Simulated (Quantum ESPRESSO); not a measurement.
# InP (F-43m): a mode Grüneisen parameter, worked out

By how much does an optical zone-centre mode of InP (F-43m) shift under hydrostatic pressure?

Program: Quantum ESPRESSO 7.5. Level of theory: DFT PBE, scalar-relativistic, plane waves, PseudoDojo norm-conserving pseudopotentials. Results are calculated unless marked as measured.

The database entry behind the starting cell differs from later determinations by our own check (0.1 to 0.3 % short, probably kX units), so it need not match the best structure at ambient conditions.

**1. Set-up**

Symmetry: F-43m, No. 216, cubic system. The conventional cell has a = 5.961 Å, b = 5.961 Å, c = 5.961 Å, α = 90.00°, β = 90.00°, γ = 90.00°. In has 4 P at 2.58 Å nearest. P has 4 In at 2.58 Å nearest. Farther neighbours are not listed.

Structure file:

```cif
data_structure
_symmetry_space_group_name_H-M 'F-43m'
_symmetry_Int_Tables_number 216
_cell_length_a 5.9611
_cell_length_b 5.9611
_cell_length_c 5.9611
_cell_angle_alpha 90.000
_cell_angle_beta 90.000
_cell_angle_gamma 90.000
_cell_volume 211.82
loop_
_atom_site_label
_atom_site_type_symbol
_atom_site_symmetry_multiplicity
_atom_site_Wyckoff_symbol
_atom_site_fract_x
_atom_site_fract_y
_atom_site_fract_z
_atom_site_occupancy
In1 In 4 a 0.00000 0.00000 0.00000 1
P1 P 4 d 0.25000 0.25000 0.75000 1
```

This is the cell after its relaxation at this level of theory, not the database cell from which that began.

**2. Runs at several volumes**

The relaxed cell is scaled uniformly; in this structure symmetry fixes all atoms, so nothing has to be relaxed anew. Each volume gets a ground state and a response at Γ. The mode followed is the highest one without the macroscopic field, of symmetry T2; longitudinal polar modes lie higher. Cutoff 77 Ry, k mesh 8×8×8.

From the response at V/V₀ = 0.94:

Output:

```text
[banners, grids, parts of the stress and lines that vanish by symmetry left out]
Program PHONON v.7.5
     Reading xml data from directory:

[...]
Exchange-correlation= PBE
                           (   1   4   3   4   0   0   0)
[...]
kinetic-energy cut-off    =      77.0000  Ry
     charge density cut-off    =     308.0000  Ry
     convergence threshold     =      1.0E-18
[...]
Exchange-correlation= PBE
                           (   1   4   3   4   0   0   0)
[...]
q = (   0.0000000   0.0000000   0.0000000 )
     25 Sym.Ops. (with q -> -q+G )
     G cutoff =  949.9977  (  30731 G-vectors)     FFT grid: ( 45, 45, 45)
     number of k points=    29
[...]
Mode symmetry, T_d (-43m)  point group:
[...]
Dielectric constant
[...]
End of electric fields calculation
          Dielectric constant in cartesian axis
          (      13.813206493       0.000000000       0.000000000 )
          (      -0.000000000      13.813206493       0.000000000 )
          (       0.000000000       0.000000000      13.813206493 )
          Effective charges (d Force / dE) in cartesian axis without acoustic sum rule applied (asr)
           atom    1  In    Mean Z*:        2.53615
      Ex  (        2.53615        0.00000        0.00000 )
      Ey  (        0.00000        2.53615       -0.00000 )
      Ez  (        0.00000       -0.00000        2.53615 )
           atom    2  P     Mean Z*:       -2.64837
      Ex  (       -2.64837       -0.00000       -0.00000 )
      Ey  (        0.00000       -2.64837       -0.00000 )
      Ez  (        0.00000       -0.00000       -2.64837 )
          Effective charges Sum: Mean:       -0.11222
[...]
Effective charges (d Force / dE) in cartesian axis with asr applied:
           atom    1  In    Mean Z*:        2.59226
[...]
atom    2  P     Mean Z*:       -2.59226
[...]
Representation #   1 modes #   1   2   3
[...]
End of self-consistent calculation
     Convergence has been achieved
     Representation #   2 modes #   4   5   6
[...]
End of self-consistent calculation
     Convergence has been achieved
[...]
Dielectric constant in cartesian axis
          (      13.813206493       0.000000000       0.000000000 )
          (      -0.000000000      13.813206493       0.000000000 )
          (       0.000000000       0.000000000      13.813206493 )
          Effective charges (d Force / dE) in cartesian axis without acoustic sum rule applied (asr)
           atom    1  In    Mean Z*:        2.53615
      Ex  (        2.53615        0.00000        0.00000 )
      Ey  (        0.00000        2.53615       -0.00000 )
      Ez  (        0.00000       -0.00000        2.53615 )
           atom    2  P     Mean Z*:       -2.64837
      Ex  (       -2.64837       -0.00000       -0.00000 )
      Ey  (        0.00000       -2.64837       -0.00000 )
      Ez  (        0.00000       -0.00000       -2.64837 )
          Effective charges Sum: Mean:       -0.11222
[...]
Effective charges (d Force / dE) in cartesian axis with asr applied:
           atom    1  In    Mean Z*:        2.59226
[...]
atom    2  P     Mean Z*:       -2.59226
[...]
q = (    0.000000000   0.000000000   0.000000000 )
[...]
freq (    1) =      -0.047248 [THz] =      -1.576011 [cm-1]
     freq (    2) =      -0.047248 [THz] =      -1.576011 [cm-1]
     freq (    3) =      -0.047248 [THz] =      -1.576011 [cm-1]
     freq (    4) =       9.252714 [THz] =     308.637323 [cm-1]
     freq (    5) =       9.252714 [THz] =     308.637323 [cm-1]
     freq (    6) =       9.252714 [THz] =     308.637323 [cm-1]
[...]
Mode symmetry, T_d (-43m)  point group:
     freq (   1-   3) =         -1.6  [cm-1]   --> T_2  G_15 P_4   I+R
     freq (   4-   6) =        308.6  [cm-1]   --> T_2  G_15 P_4   I+R

   JOB DONE.
```

One volume, V/V₀ = 1, is held back as a test.

```tsv
V/V₀	volume (Å³/atom)	pressure (GPa)	ω (cm⁻¹)
0.94	24.889	4.25	308.64
0.97	25.684	1.94	296.29
1	26.478	-0.01	held back
1.03	27.272	-1.65	273.64
1.06	28.067	-3.03	263.17
```

**3. The fit**

The mode Grüneisen parameter is γ = −d ln ω / d ln V.

```tsv
ln(V/V₀)	ln ω
-0.0619	5.7322
-0.0305	5.6913
0.0296	5.6118
0.0583	5.5728
```

A straight line through these points has the slope -1.326, so γ = 1.33; at V/V₀ = 1 it predicts ω = exp(5.6505 + 0.0000) = 284.44 cm⁻¹.

A parabola of pressure against ln V through V/V₀ = 0.97, 1 and 1.03 gives the bulk modulus B = −dP/d ln V = 60 GPa at V₀. With ω₀ from the fitted line the pressure coefficient follows as dω/dP = γ ω₀ / B = 1.33 × 284.4 / 60 = 6.32 cm⁻¹/GPa.

**4. The run that was held back**

Output:

```text
[banners, grids, parts of the stress and lines that vanish by symmetry left out]
[banner, memory and clock lines left out]
Program PHONON v.7.5

[...]
Exchange-correlation= PBE
                           (   1   4   3   4   0   0   0)
[...]
kinetic-energy cut-off    =      77.0000  Ry
     charge density cut-off    =     308.0000  Ry
     convergence threshold     =      1.0E-18
[...]
Exchange-correlation= PBE
                           (   1   4   3   4   0   0   0)
[...]
q = (   0.0000000   0.0000000   0.0000000 )
     25 Sym.Ops. (with q -> -q+G )
     G cutoff =  990.0049  (  32647 G-vectors)     FFT grid: ( 45, 45, 45)
     number of k points=    29
[...]
Mode symmetry, T_d (-43m)  point group:
[...]
Dielectric constant
[...]
End of electric fields calculation
          Dielectric constant in cartesian axis
          (      26.822571436      -0.000000000       0.000000000 )
          (       0.000000000      26.822571436       0.000000000 )
          (      -0.000000000       0.000000000      26.822571436 )
          Effective charges (d Force / dE) in cartesian axis without acoustic sum rule applied (asr)
           atom    1  In    Mean Z*:        2.68378
      Ex  (        2.68378        0.00000       -0.00000 )
      Ey  (       -0.00000        2.68378        0.00000 )
      Ez  (       -0.00000       -0.00000        2.68378 )
           atom    2  P     Mean Z*:       -2.84506
      Ex  (       -2.84506        0.00000        0.00000 )
      Ey  (        0.00000       -2.84506       -0.00000 )
      Ez  (        0.00000       -0.00000       -2.84506 )
[...]
Representation #   1 modes #   1   2   3
[...]
End of self-consistent calculation
     Convergence has been achieved
     Representation #   2 modes #   4   5   6
[...]
End of self-consistent calculation
     Convergence has been achieved
[...]
Dielectric constant in cartesian axis
          (      26.822571436      -0.000000000       0.000000000 )
          (       0.000000000      26.822571436       0.000000000 )
          (      -0.000000000       0.000000000      26.822571436 )
          Effective charges (d Force / dE) in cartesian axis without acoustic sum rule applied (asr)
           atom    1  In    Mean Z*:        2.68378
      Ex  (        2.68378        0.00000       -0.00000 )
      Ey  (       -0.00000        2.68378        0.00000 )
      Ez  (       -0.00000       -0.00000        2.68378 )
           atom    2  P     Mean Z*:       -2.84506
      Ex  (       -2.84506        0.00000        0.00000 )
      Ey  (        0.00000       -2.84506       -0.00000 )
      Ez  (        0.00000       -0.00000       -2.84506 )
          Effective charges Sum: Mean:       -0.16128
[...]
Effective charges (d Force / dE) in cartesian axis with asr applied:
           atom    1  In    Mean Z*:        2.76442
[...]
atom    2  P     Mean Z*:       -2.76442
[...]
q = (    0.000000000   0.000000000   0.000000000 )
[...]
freq (    1) =      -0.070912 [THz] =      -2.365359 [cm-1]
     freq (    2) =      -0.070912 [THz] =      -2.365359 [cm-1]
     freq (    3) =      -0.070912 [THz] =      -2.365359 [cm-1]
     freq (    4) =       8.533511 [THz] =     284.647287 [cm-1]
     freq (    5) =       8.533511 [THz] =     284.647287 [cm-1]
     freq (    6) =       8.533511 [THz] =     284.647287 [cm-1]
[...]
Mode symmetry, T_d (-43m)  point group:
     freq (   1-   3) =         -2.4  [cm-1]   --> T_2  G_15 P_4   I+R
     freq (   4-   6) =        284.6  [cm-1]   --> T_2  G_15 P_4   I+R
```

It gives 284.65 cm⁻¹ against the predicted 284.44 cm⁻¹, a miss of 0.2 cm⁻¹.

**5. Outcome**

```yaml
mode_grueneisen_parameter: 1.326
bulk_modulus: 59.7 GPa
pressure_coefficient: 6.32 cm⁻¹/GPa
```

The highest optical mode of InP (F-43m) without the LO-TO term stiffens by 6.32 cm⁻¹ a GPa near the relaxed volume, with γ = 1.33. The power law meets all 5 runs within 0.08 %; between neighbouring volumes γ runs from 1.30 to 1.36. Such a coefficient turns a measured shift of this mode into a hydrostatic stress; uniaxial or biaxial stress splits the mode and needs deformation potentials. These are harmonic values at zero temperature for the structure held cubic, which a run at Γ can't show to be stable; the bulk modulus rests on three points.

[Host names and launcher messages were left out of these logs when they were recorded.]

[Logs are printed without paths, hosts, clocks, repeated set-up lines and the standing remarks that a program may print on its own settings, such as how far it seeks lower states.]

[Hosts, paths, dates, database ids (printed as entryN), source tags and the programs' standing remarks are cut or masked in the printed files.]
